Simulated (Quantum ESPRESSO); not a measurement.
# Energy mapping worked by hand: RbMnF3

Aim: get Heisenberg couplings of RbMnF3 from the energies of collinear orders, with pencil and paper, and test them on an order left out of the fit.

Method: LDA with U = 4 eV on Mn d (ortho-atomic projectors); plane waves with GBRV 1.5 LDA potentials, no spin-orbit coupling, in Quantum ESPRESSO 7.5.

## Step 1: The starting structure

The structure is cubic, space group Pm-3m (No. 221). The conventional cell has a = 4.232 Å, b = 4.232 Å, c = 4.232 Å, α = 90.00°, β = 90.00°, γ = 90.00°. Nearest to Rb lie 12 F at 2.99 Å. Mn has 6 F at 2.12 Å nearest. Nearest to F lie 2 Mn at 2.12 Å and 4 Rb at 2.99 Å. Farther neighbours and most contacts between anions are not listed.

As a file:

```cif
data_structure
_symmetry_space_group_name_H-M 'Pm-3m'
_symmetry_Int_Tables_number 221
_cell_length_a 4.2325
_cell_length_b 4.2325
_cell_length_c 4.2325
_cell_angle_alpha 90.000
_cell_angle_beta 90.000
_cell_angle_gamma 90.000
_cell_volume 75.82
loop_
_atom_site_label
_atom_site_type_symbol
_atom_site_symmetry_multiplicity
_atom_site_Wyckoff_symbol
_atom_site_fract_x
_atom_site_fract_y
_atom_site_fract_z
_atom_site_occupancy
Rb1 Rb 1 a 0.00000 0.00000 0.00000 1
Mn1 Mn 1 b 0.50000 0.50000 0.50000 1
F1 F 3 c 0.50000 0.00000 0.50000 1
```

The cell comes from Materials Project 2023-11-01, a database of computed structures, and need not be the stable phase.

## Step 2: The parallel order

All energies count from this run.

File pw.in:

```
&CONTROL
  calculation = 'scf'
  prefix = 'pwscf'
  outdir = './tmp'
  pseudo_dir = './pseudo'
  disk_io = 'nowf'
/
&SYSTEM
  ibrav = 0
  nat = 5
  ntyp = 3
  ecutwfc = 40
  ecutrho = 280
  nbnd = 34
  occupations = 'smearing'
  smearing = 'fd'
  degauss = 0.00367493
  nspin = 2
  starting_magnetization(1) = 0
  starting_magnetization(2) = 0.3
  starting_magnetization(3) = 0
/
&ELECTRONS
  conv_thr = 1d-08
  electron_maxstep = 150
  mixing_beta = 0.3
/
ATOMIC_SPECIES
Rb     85.4678 rb_lda_v1.uspp.F.UPF
Mn     54.9380 mn_lda_v1.5.uspp.F.UPF
F      18.9984 f_lda_v1.4.uspp.F.UPF
CELL_PARAMETERS angstrom
   4.2324721400    0.0000000000    0.0000000000
   0.0000000000    4.2324721400    0.0000000000
   0.0000000000    0.0000000000    4.2324721400
ATOMIC_POSITIONS crystal
Rb      0.0000000000    0.0000000000    0.0000000000
Mn      0.5000000000    0.5000000000    0.5000000000
F       0.5000000000    0.0000000000    0.5000000000
F       0.5000000000    0.5000000000    0.0000000000
F       0.0000000000    0.5000000000    0.5000000000
K_POINTS automatic
6 6 6 0 0 0
HUBBARD {ortho-atomic}
U Mn-3d 4.0000
```

The run is started by

```
OMP_NUM_THREADS=1 mpirun -n 4 pw.x -nk 4 -in pw.in > pw.out
```

What it wrote:

```text
Program PWSCF v.7.5 starts
     [... lines left out ...]
     number of atoms/cell      =            5
     [... lines left out ...]
     number of electrons       =        45.00
     number of Kohn-Sham states=           34
     kinetic-energy cutoff     =      40.0000  Ry
     charge density cutoff     =     280.0000  Ry
     scf convergence threshold =      1.0E-08
     [... lines left out ...]
     48 Sym. Ops., with inversion, found
     [... lines left out ...]
     number of k points=    20  Fermi-Dirac smearing, width (Ry)=  0.0037
     [... lines left out ...]
     iteration # 10     ecut=    40.00 Ry     beta= 0.30
     [... lines left out ...]
     Magnetic moment per site  (integrated on atomic sphere of radius R)
     atom   1 (R=0.292)  charge=  7.3287  magn= -0.0001
     atom   2 (R=0.206)  charge= 12.3549  magn=  4.2280
     atom   3 (R=0.206)  charge=  6.6909  magn=  0.0576
     atom   4 (R=0.206)  charge=  6.6909  magn=  0.0576
     atom   5 (R=0.206)  charge=  6.6909  magn=  0.0576
     [... lines left out ...]
     Tr[ns(  2)] (up, down, total) =   4.98217  0.21576  5.19794
     [... lines left out ...]
     the Fermi energy is     7.4676 ev
!    total energy              =    -410.50985253 Ry
     estimated scf accuracy    <          5.9E-09 Ry
     smearing contrib. (-TS)   =      -0.00000000 Ry
     [... lines left out ...]
     total magnetization       =     5.00 Bohr mag/cell
     absolute magnetization    =     5.00 Bohr mag/cell
     convergence has been achieved in  10 iterations
   JOB DONE.
```

Elapsed: 13 s, on 4 MPI ranks of Arm Neoverse V2, shared host; peak memory 0.47 GiB; 52 s of CPU time.

Spin moment in the atom's sphere by atom:

```
atom  spin moment in the atom's sphere (μB)
 Rb1                                   0.00
 Mn2                                   4.23
  F3                                   0.06
  F4                                   0.06
  F5                                   0.06
```

Read from the output:

```
smearing term TS       : 3.80e-13 eV
magnetization          : 5 μB
absolute magnetization : 5.004 μB
final state            : ferromagnetic
```

## Step 3: The orders used for the fit

The other orders were run with the same settings, on meshes that hold the same points. Free energies are divided by the number of Mn atoms; q is in fractions of the reciprocal vectors of the first run's cell.

```
            order  atoms   mesh  free energy (eV)   eV per Mn  largest moment (μB)
              F +      5  6×6×6        -5585.2711  -5585.2711                 4.23
AF q=(0,0,1/2) +-     10  6×6×3       -11170.5653  -5585.2826                 4.22
```

## Step 4: Counting neighbours

With E = −Σ J e_i·e_j over ordered pairs of unit vectors, turning a neighbour from parallel to opposed costs 2J a Mn atom. So an order lies 2 Σ n J over the parallel one, n being the opposed neighbours in each shell.

```
shell  distance (Å)  neighbours  opposed in AF q=(0,0,1/2) +-  opposed in AF q=(0,1/2,1/2) +-
   J1          4.23           6                             2                               4
   J2          5.99          12                             8                               8
```

Only J1 is kept, as an effective coupling that takes up all reversed shells.

## Step 5: Solving

```
2 × 2 × J1 = -11.6 meV    (AF q=(0,0,1/2) +-)
J1 = -2.90 meV
```

## Step 6: The test

The couplings now give the orders that were left out:

```
2 × 4 × (-2.90) = -23.2 meV    (AF q=(0,1/2,1/2) +-)
```

The runs themselves:

```
              order  atoms   mesh  free energy (eV)   eV per Mn  largest moment (μB)  over the parallel order (meV)  foretold (meV)
AF q=(0,1/2,1/2) +-     10  6×3×6       -11170.5864  -5585.2932                 4.21                          -22.1           -23.2
```

## Step 7: What came out

| Quantity | Value |
| --- | --- |
| effective J1 (Mn–Mn at 4.23 Å) | -2.9 meV |
| largest miss on the orders left out | 1.1 meV |

What this shows: The model misses the order left out by 1.1 meV, 5.0 % of the largest energy difference, so it holds on this test. The largest moment changes by 0.37 % between the orders. Shells that were dropped are folded into the couplings or show in the miss.

[Logs and program files are shortened in this print: banners, set-up blocks, solver, clock and traceback lines can be left out without a mark of their own.]

[Logs are printed without paths, hosts, clocks, repeated set-up lines and the standing remarks that a program may print on its own settings, such as how far it seeks lower states.]

[Hosts, paths, dates, database ids (printed as entryN), source tags and the programs' standing remarks are cut or masked in the printed files.]

[Where a cell is said to come from a database of computed structures, the database is the Materials Project.]
